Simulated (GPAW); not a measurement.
## How Ba3SnS (model structure) absorbs and reflects light

Aim: the dielectric function of Ba3SnS (model structure), and the optical constants that follow from it. The structure is a model built here, which may or may not match a known phase. It was built so: All O replaced by S and Pb replaced by Sn in the Pm-3m structure of Ba3PbO. The cell given below was relaxed beforehand with Ansatz.

Program: GPAW 26.7.0. Level of theory: DFT, revPBE, plane-wave PAW (GPAW data sets), scalar-relativistic, RPA, optical limit. Results are calculated unless marked as measured.

Report form: the programs' logs are mostly left out.

### 1. Set-up

The structure is cubic, space group Pm-3m (No. 221). Conventional cell: a = 6.057 Å, b = 6.057 Å, c = 6.057 Å, α = 90.00°, β = 90.00°, γ = 90.00°. Nearest to Ba lie 2 S at 3.03 Å. Sn has 12 Ba at 4.28 Å nearest. S has 6 Ba at 3.03 Å nearest. All O replaced by S and Pb replaced by Sn in the Pm-3m structure of Ba3PbO. Farther neighbours and most contacts between anions are not listed.

As a file:

```cif
data_structure
_symmetry_space_group_name_H-M 'Pm-3m'
_symmetry_Int_Tables_number 221
_cell_length_a 6.0574
_cell_length_b 6.0574
_cell_length_c 6.0574
_cell_angle_alpha 90.000
_cell_angle_beta 90.000
_cell_angle_gamma 90.000
_cell_volume 222.26
loop_
_atom_site_label
_atom_site_type_symbol
_atom_site_symmetry_multiplicity
_atom_site_Wyckoff_symbol
_atom_site_fract_x
_atom_site_fract_y
_atom_site_fract_z
_atom_site_occupancy
Ba1 Ba 3 c 0.50000 0.50000 0.00000 1
Sn1 Sn 1 a 0.00000 0.00000 0.00000 1
S1 S 1 b 0.50000 0.50000 0.50000 1
```

### 2. Ground state

The self-consistent density comes first; it also tells whether there is a gap, which decides the occupations and the need for a Drude term.

This step: DFT, revPBE, plane-wave PAW (GPAW data sets), scalar-relativistic, ground state (GPAW 26.7.0).

The input, gs.py:

```python
from ase import Atoms
from ase.dft.bandgap import bandgap
from gpaw import GPAW, PW, FermiDirac

atoms = Atoms(['Ba', 'Ba', 'Ba', 'Sn', 'S'],
              cell=[[6.05739330, 0.00000000, 0.00000000],
                    [0.00000000, 6.05739330, 0.00000000],
                    [0.00000000, 0.00000000, 6.05739330]],
              scaled_positions=[[0.50000000, 0.50000000, 1.00000000],
                                [0.50000000, 1.00000000, 0.50000000],
                                [0.00000000, 0.50000000, 0.50000000],
                                [1.00000000, 0.00000000, 1.00000000],
                                [0.50000000, 0.50000000, 0.50000000]],
              pbc=[True, True, True])
atoms.calc = GPAW(mode=PW(400), xc='revPBE', kpts={'size': (4, 4, 4), 'gamma': True},
                  occupations=FermiDirac(0.05), maxiter=150, txt='gs.txt')
print('energy (eV)', atoms.get_potential_energy())
print('Fermi level (eV)', atoms.calc.get_fermi_level())
print('valence electrons', atoms.calc.get_number_of_electrons())
print('gap (eV)', bandgap(atoms.calc, output=None)[0])
print('direct gap (eV)', bandgap(atoms.calc, direct=True, output=None)[0])
atoms.calc.write('gs.gpw')
```

Run with:

```console
OMP_NUM_THREADS=1 python gs.py
```

The job ended after 19 s (1 thread of Arm Neoverse V2, shared host; peak memory 0.19 GiB).

Numbers from this step:

```
energy       : -17.58 eV
Fermi energy : 5.964 eV
electrons    : 50
```

There are states at the Fermi level within the smearing, so the occupations stay smeared and the carriers get a Drude term.

### 3. Bands for the response

The response needs many more empty bands than the density does.

This step: DFT, revPBE, plane-wave PAW (GPAW data sets), scalar-relativistic, bands at fixed density (GPAW 26.7.0).

The input, nscf.py:

```python
from ase.dft.bandgap import bandgap
from gpaw import GPAW, FermiDirac

calc = GPAW('gs.gpw').fixed_density(kpts={'size': (6, 6, 6), 'gamma': True}, nbands=55, convergence={'bands': 49},
                                    occupations=FermiDirac(0.05), txt='nscf.txt')
print('gap (eV)', bandgap(calc, output=None)[0])
print('direct gap (eV)', bandgap(calc, direct=True, output=None)[0])
calc.write('full.gpw', mode='all')
```

Run with:

```console
OMP_NUM_THREADS=1 python nscf.py
```

Wall time 82 s (1 thread); peak memory 0.28 GiB.

### 4. Dielectric function, RPA

Transitions between filled and empty bands, summed over the zone, give the optical response, so mesh, band count and broadening shape it.

The induced potential is part of this response.

This step: DFT, revPBE, plane-wave PAW (GPAW data sets), scalar-relativistic, RPA, optical limit (GPAW 26.7.0).

The input, df.py:

```python
from gpaw.response.df import DielectricFunction

df = DielectricFunction('full.gpw', frequencies={'type': 'nonlinear', 'domega0': 0.03, 'omega2': 8},
                        ecut=50,
                        eta=0.2,
                        nbands=49,
                        rate=0.1,
                        txt='df.txt')
for direction in ['x']:
    df.get_dielectric_function(xc='RPA', direction=direction, filename=f'df_{direction}.csv')
```

Run with:

```console
OMP_NUM_THREADS=1 python df.py
```

Elapsed: 23 s, on 1 thread; peak memory 0.95 GiB.

Sum at mesh points, not converged in k. The Im ε, E ∥ x by photon energy; read off at these points:

photon energy (eV), Im ε, E ∥ x and a bar:
```
    0.500       23.2 ##############################
    0.750       16.4 #####################
    1.000       13.3 ################
    1.250       10.8 #############
    1.500       10.0 ############
    1.750       11.4 ##############
    2.000       10.5 #############
    2.250        9.1 ###########
    2.500        8.1 #########
    2.750        6.8 #######
    3.000        5.3 #####
    3.250        4.8 #####
    3.500        4.4 ####
    3.750        4.2 ####
    4.000        4.2 ####
    4.250        3.7 ###
    4.500        3.3 ###
    4.750        2.9 ##
    5.000        2.2 #
    5.250        1.8 #
    5.500        1.6 
    5.750        1.4 
    6.000        1.6 
    6.250        1.9 #
    6.500        2.9 ##
    6.602        3.0 ##
    6.750        2.7 ##
    7.000        2.3 #
    7.250        2.1 #
    7.500        2.4 #
```

Values under 1 per cm are given as 1; sum at mesh points, not converged in k. Table of absorption coefficient, E ∥ x by photon energy:

```tsv
photon energy (eV)	absorption coefficient, E ∥ x (1/cm)
0.4922	1.5e5
0.7479	1.9e5
1.0102	2.3e5
1.2454	2.5e5
1.4862	2.6e5
1.7326	3.6e5
1.9850	4.3e5
2.2435	4.8e5
2.5083	5.2e5
2.7405	5.6e5
3.0178	5.4e5
3.2611	5.3e5
3.5097	5.4e5
3.7639	5.6e5
3.9800	6.1e5
4.2448	6.3e5
4.5157	6.4e5
4.7463	6.7e5
4.9814	6.3e5
5.2696	5.5e5
5.5150	4.8e5
5.7654	4.0e5
6.0209	4.0e5
6.2291	4.4e5
6.4942	6.4e5
6.7648	7.5e5
6.9854	7.3e5
7.2665	6.9e5
7.4958	7.6e5
```

Sum at mesh points, not converged in k. The loss function −Im 1/ε at q → 0, E ∥ x by energy loss; read off at these points:

```tsv
energy loss (eV)	loss function −Im 1/ε at q → 0, E ∥ x
0.4	0.0346
0.6	0.0461
0.8	0.0581
1.0	0.0695
1.2	0.0802
1.4	0.0845
1.6	0.0761
1.8	0.0825
2.0	0.0932
2.2	0.106
2.4	0.119
2.6	0.128
2.8	0.150
3.0	0.183
3.2	0.205
3.4	0.221
3.6	0.231
3.8	0.235
4.0	0.238
4.2	0.258
4.4	0.281
4.6	0.295
4.8	0.328
5.0	0.412
5.2	0.512
5.4	0.605
5.6	0.677
5.8	0.601
6.0	0.453
6.2	0.373
6.4	0.300
6.6	0.315
6.8	0.391
7.0	0.438
7.2	0.466
7.4	0.430
7.6	0.392
```

Sum at mesh points, not converged in k. Reflectivity at normal incidence, E ∥ x against photon energy; read off at these points:

photon energy (eV), reflectivity at normal incidence, E ∥ x (%) and a bar from the least value:
```
     0.40       56.0 ##############################
     0.60       50.5 ##########################
     0.80       45.6 #######################
     1.00       42.7 ######################
     1.20       39.2 ###################
     1.40       36.2 #################
     1.60       38.0 ###################
     1.80       40.1 ####################
     2.00       40.6 ####################
     2.20       40.2 ####################
     2.40       39.4 ###################
     2.60       39.7 ####################
     2.80       39.6 ####################
     3.00       36.1 #################
     3.20       32.8 ###############
     3.40       30.9 ##############
     3.60       29.7 #############
     3.80       29.1 #############
     4.00       30.4 ##############
     4.20       30.7 ##############
     4.40       30.1 #############
     4.60       30.4 ##############
     4.80       32.1 ###############
     5.00       29.5 #############
     5.20       25.6 ###########
     5.40       20.1 #######
     5.60       15.2 ####
     5.80        9.8 #
     6.00        8.9 
     6.20       10.0 #
     6.40       13.4 ###
     6.60       19.6 #######
     6.71       20.9 ########
     6.80       20.4 #######
     7.00       19.2 #######
     7.20       17.2 #####
     7.40       17.0 #####
     7.60       19.5 #######
```

Sum at mesh points, not converged in k. The Im ε, E ∥ x by photon energy; read off at these points:

```tsv
photon energy (eV)	without local fields	with local fields
0.500	23.6	23.2
0.750	17.7	16.4
1.000	15.3	13.3
1.250	13.5	10.8
1.500	13.9	10.0
1.697	15.8	11.4
1.750	15.7	11.4
2.000	13.3	10.5
2.250	10.7	9.13
2.500	8.65	8.05
2.750	6.49	6.83
3.000	4.99	5.33
3.250	4.53	4.75
3.500	4.46	4.43
3.750	4.19	4.25
4.000	3.80	4.16
4.250	3.12	3.69
4.500	2.64	3.35
4.750	2.21	2.93
5.000	2.11	2.22
5.250	2.08	1.78
5.500	1.84	1.56
5.750	1.78	1.38
6.000	2.22	1.57
6.250	2.71	1.91
6.500	3.76	2.88
6.750	2.98	2.66
7.000	2.55	2.27
7.250	2.41	2.11
7.500	2.53	2.36
```

From ε follow the optical constants at some laser and lamp lines:

```tsv
wavelength (nm)	n	k	R (%)	1/α
1550	3.26	2.410	45.6	51 nm
1064	2.82	2.035	39.8	42 nm
532	2.10	2.076	39.7	20 nm
450	1.69	2.006	39.9	18 nm
405	1.49	1.719	34.9	19 nm
365	1.46	1.548	30.9	19 nm
248	0.90	1.226	29.5	16 nm
```

A polished face would reflect 40 % of daylight and look grey (CIE x = 0.315, y = 0.331 under D65).

### 5. Summary of results

In words: At this level (revPBE, RPA) Ba3SnS is a metal. The mesh is too coarse to trust the carriers' weight, the reflectivity or the colour to better than tens of per cent. A polished face would reflect 40 % of daylight and look grey (CIE x = 0.315, y = 0.331 under D65). The carriers' damping of 0.1 eV is typed, not computed; it shapes the response at the lowest energies. Spin-orbit coupling is left out although heavy atoms are present. The curves end at 8 eV, about where the summed bands run out. GPAW's carrier term has the form −ωp²/(ω + i·rate)², which damps like twice the rate and fails at low energy, so the curves leave the lowest energies out. The sum runs over mesh points 0.17 Å⁻¹ apart with no interpolation, so peaks are partly noise of the mesh, and the Drude plasma energy, a sum over the Fermi surface, isn't converged.

[Machine, clock and banner lines and Python warnings are left out of the logs.]

[Logs are printed without paths, hosts, clocks, repeated set-up lines and the standing remarks that a program may print on its own settings, such as how far it seeks lower states.]

[Hosts, paths, dates, database ids (printed as entryN), source tags and the programs' standing remarks are cut or masked in the printed files.]
